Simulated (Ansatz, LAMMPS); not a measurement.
# A vacancy of Se at several sites of Zn44Se15S29 with crystalline order left by the classical run (88 atoms), part 4 of 4

At which site of Zn44Se15S29 with crystalline order left by the classical run (88 atoms) does a vacancy of Se cost least, and what about the site decides it?

Ansatz 0.2.0; Kohn-Sham DFT, PBE, PAW (set soft_2), plane waves.

The cell: 44 Zn, 15 Se and 29 S. The quench rate of 3 K/ps far exceeds what a furnace or splat quench reaches. The starting topology of bonds comes from the classical model. Only the Γ point is sampled, in a cell whose shortest periodic width is 12 Å.

So far. Step 9 (Vacancy of Se, site Se49): The relaxation converged after 12 steps, 0.774 eV below its start, with a largest force component of 0.042 eV/Å.

## 10. Vacancy of Se, site Se57

The site has 4 bonded neighbours (Zn4) at 2.48 Å on average. 

File input.yaml:

```yaml
crystal:
  lattice:
    - [12.2405, 0.0, 0.0]
    - [0.0, 12.2405, 0.0]
    - [0.0, 0.0, 12.2405]
  atoms:
    [... atom lines 1 to 53 left out ...]
    - { symbol: Se, position: [0.32995, 0.02897, 0.59784] }
    - { symbol: Se, position: [0.70595, 0.10839, 0.56383] }
    - { symbol: Se, position: [0.57552, 0.95032, 0.07014] }
    - { symbol: Se, position: [0.18076, 0.601, 0.32306] }
    - { symbol: Se, position: [0.12401, 0.71033, 0.01753] }
    - { symbol: S, position: [0.85917, 0.82417, 0.51379] }
    - { symbol: S, position: [0.01521, 0.08725, 0.51574] }
    [... atom lines 61 to 87 left out ...]
kpoints:
  mp_grid: { grid: [1, 1, 1] }
hamiltonian:
  xc: pbe
scf:
  occupations: { method: gaussian, width: 0.025 }
output:
  forces: true
  eigenvalues: true
relax:
  f_tol: 0.05
  max_steps: 90
```

Launch:

```
$ ansatz run input.yaml --threads 4 --pin off --max-ram 8192MiB --backend cpu --events-out ev --progress --plain --runs-dir out
```

Numbers of over 12 decimals in the logs are rounded to 6 here.

The log of the run:

```text
[...]
Crystal: 87 atoms, lattice volume = 1833.992 Å³
Basis set: ecut = 420 eV, 35825 PW (Γ), exchange–correlation on 180×180×180 points (8 copies of the dense FFT grid, shifted against one another)
Bands: 556, of which v1, the nominal top of the filled ones, is band 463 counted from 1 (462 counted from 0)
Symmetry: 1 space group operations
[...]
k-points: 1
[...]
SCF iter   1: F=—  HF=-248820.287802 eV  |F-HF|=—  |Δ(HF+E_count)|=         —  Δρ=1.78e-3  dr2=3.35e-1  ethr=1.77e-3  ⟨swp⟩=6.0  Hψ=2282  notcnv=0  defer=21
[...]
SCF iter   5: F=—  HF=-248820.234408 eV  |F-HF|=—  |Δ(HF+E_count)|=   1.39e-4  Δρ=8.06e-5  dr2=2.98e-4  ethr=2.01e-7  ⟨swp⟩=2.0  Hψ=980  notcnv=0  defer=89
SCF iter   6: F=-248820.234517 eV  HF=-248820.234494 eV  |F-HF|=2.30e-5  |Δ(HF+E_count)|=   8.57e-5  Δρ=4.02e-5  dr2=5.50e-5  ethr=6.75e-9  ⟨swp⟩=10.0  Hψ=2973  notcnv=0
SCF 1 converged in 6 iterations: F = -248820.234517 eV  dr2 = 5.50e-5
[...]
relax step   1: F+E_penalty+E_count = -248820.23451671 eV  Δ(F+E_penalty+E_count) = +0.000e0 eV  max|allowed force component| = 1.025e0 eV/Å  Δτ_max = 0.0000 Å  (6 SCF iters, dr2 threshold 6.25e-5 eV, accepted)
[...]
relax step   2: F+E_penalty+E_count = -248820.66317208 eV  Δ(F+E_penalty+E_count) = -4.287e-1 eV  max|allowed force component| = 5.365e-1 eV/Å  Δτ_max = 0.1946 Å  (6 SCF iters, dr2 threshold 6.56e-5 eV, accepted)
[...]
relax step   3: F+E_penalty+E_count = -248820.92407571 eV  Δ(F+E_penalty+E_count) = -2.609e-1 eV  max|allowed force component| = 4.684e-1 eV/Å  Δτ_max = 0.1967 Å  (7 SCF iters, dr2 threshold 1.80e-5 eV, accepted)
relax step   4: F+E_penalty+E_count = -248821.11414247 eV  Δ(F+E_penalty+E_count) = -1.901e-1 eV  max|allowed force component| = 2.531e-1 eV/Å  Δτ_max = 0.1952 Å  (6 SCF iters, dr2 threshold 6.02e-5 eV, accepted)
relax step   5: F+E_penalty+E_count = -248821.24061472 eV  Δ(F+E_penalty+E_count) = -1.265e-1 eV  max|allowed force component| = 1.628e-1 eV/Å  Δτ_max = 0.2000 Å  (6 SCF iters, dr2 threshold 1.87e-5 eV, accepted)
relax step   6: F+E_penalty+E_count = -248821.30435729 eV  Δ(F+E_penalty+E_count) = -6.374e-2 eV  max|allowed force component| = 1.331e-1 eV/Å  Δτ_max = 0.1958 Å  (7 SCF iters, dr2 threshold 7.74e-6 eV, accepted)
relax step   7: F+E_penalty+E_count = -248821.31526009 eV  Δ(F+E_penalty+E_count) = -1.090e-2 eV  max|allowed force component| = 8.170e-2 eV/Å  Δτ_max = 0.0689 Å  (6 SCF iters, dr2 threshold 7.33e-6 eV, accepted)
relax step   8: F+E_penalty+E_count = -248821.31891376 eV  Δ(F+E_penalty+E_count) = -3.654e-3 eV  max|allowed force component| = 1.071e-1 eV/Å  Δτ_max = 0.0327 Å  (6 SCF iters, dr2 threshold 2.51e-6 eV, accepted)
relax step   9: F+E_penalty+E_count = -248821.30008066 eV  Δ(F+E_penalty+E_count) = +1.883e-2 eV  max|allowed force component| = 1.268e-1 eV/Å  Δτ_max = 0.1224 Å  (7 SCF iters, dr2 threshold 4.32e-6 eV, rejected (line search))
[...]
relax step  10: F+E_penalty+E_count = -248821.32294333 eV  Δ(F+E_penalty+E_count) = -4.030e-3 eV  max|allowed force component| = 2.178e-2 eV/Å  Δτ_max = 0.0222 Å  (9 SCF iters, accepted)
SCF converged after 9 iterations
Free energy (F): -248821.322943 eV
[...]
Internal energy: -248821.322943 eV  (E = F + TS)
E sigma→0 (E₀):  -248821.322943 eV
Fermi energy:    7.039655 eV
[...]
Σ components = -248821.322943   (vs F -248821.322943, Δ=0.00e0)
--- Forces (eV/Å), atoms counted from 1 ---
  atom   1  Zn     0.00201027     0.00387429     0.00203574
  atom   2  Zn     0.00033464    -0.00101442    -0.00093858
  atom   3  Zn     0.00134749     0.00931422     0.00055676
  atom   4  Zn    -0.00219216    -0.00590211     0.01113079
[...]
atom  87  S      0.00216034    -0.00068721    -0.00101383
  max |Σ_I F_I| component: 1.61e-5 eV/Å
--- Band table (eV) ---
[...]
--- Relaxed structure (10 steps of the walk, 9 accepted, 0 SCFs on fresh bases) ---
  F+E_penalty+E_count = -248821.32294333 eV   max|allowed force component| = 2.178e-2 eV/Å
  atoms:
    - { symbol: Zn, position: [0.938316, 0.889594, 0.852872] }
    - { symbol: Zn, position: [0.215379, 0.862177, 0.921936] }
    - { symbol: Zn, position: [0.726211, 0.929092, 0.623971] }
    - { symbol: Zn, position: [0.878277, 0.077369, 0.087431] }
[...]
- { symbol: S, position: [0.071149, 0.907964, 0.282147] }
```

Elapsed: 1.7 min, on 4 threads of AMD EPYC 9B45 (Zen 5), shared host; peak memory 3 GiB.

The relaxation converged after 10 steps, 1.09 eV below its start, with a largest force component of 0.022 eV/Å.

## 11. The sites compared

All these cells hold the same atoms, so their energies can be compared with no chemical potential.

```csv
site,neighbours,mean distance (Å),atoms within 6 Å,energy over the best site (eV),before relaxation (eV),gain on relaxing (eV)
Se55,Zn4,2.44,44,0.00,0.37,1.69
Se57,Zn4,2.48,42,0.23,0.00,1.09
Se54,Zn4,2.49,44,0.89,0.77,1.20
Se51,Zn4,2.46,42,1.26,0.86,0.92
Se49,Zn4,2.45,42,1.42,0.88,0.77
Se46,Zn4,2.46,43,1.50,0.95,0.77
```

Neighbours are those of the relaxed host within 3.02 Å (Zn-Se); other pairs aren't counted.

## 12. Findings

The cheapest site is Se55 (4 neighbours, Zn4); the dearest, Se46 (4 neighbours, Zn4), costs 1.5 eV more. Over 6 sites the energy shows no clear trend with the mean distance to neighbours. Relaxation changes the order: the best site before relaxing was Se57.

Caveats: Defects are neutral and interact with their images. In a disordered cell the relaxation can also rearrange atoms far from the site. Only 6 of the 15 Se sites were tried; unless symmetry makes the others alike to these, a cheaper one may exist. The pressure of 2.2 GPa means that a free cell would grow at this level.

The DFT runs together took 16 min of wall time.

[Logs are printed without paths, hosts, clocks, repeated set-up lines and the standing remarks that a program may print on its own settings, such as how far it seeks lower states.]

[Hosts, paths, dates, database ids (printed as entryN), source tags and the programs' standing remarks are cut or masked in the printed files.]
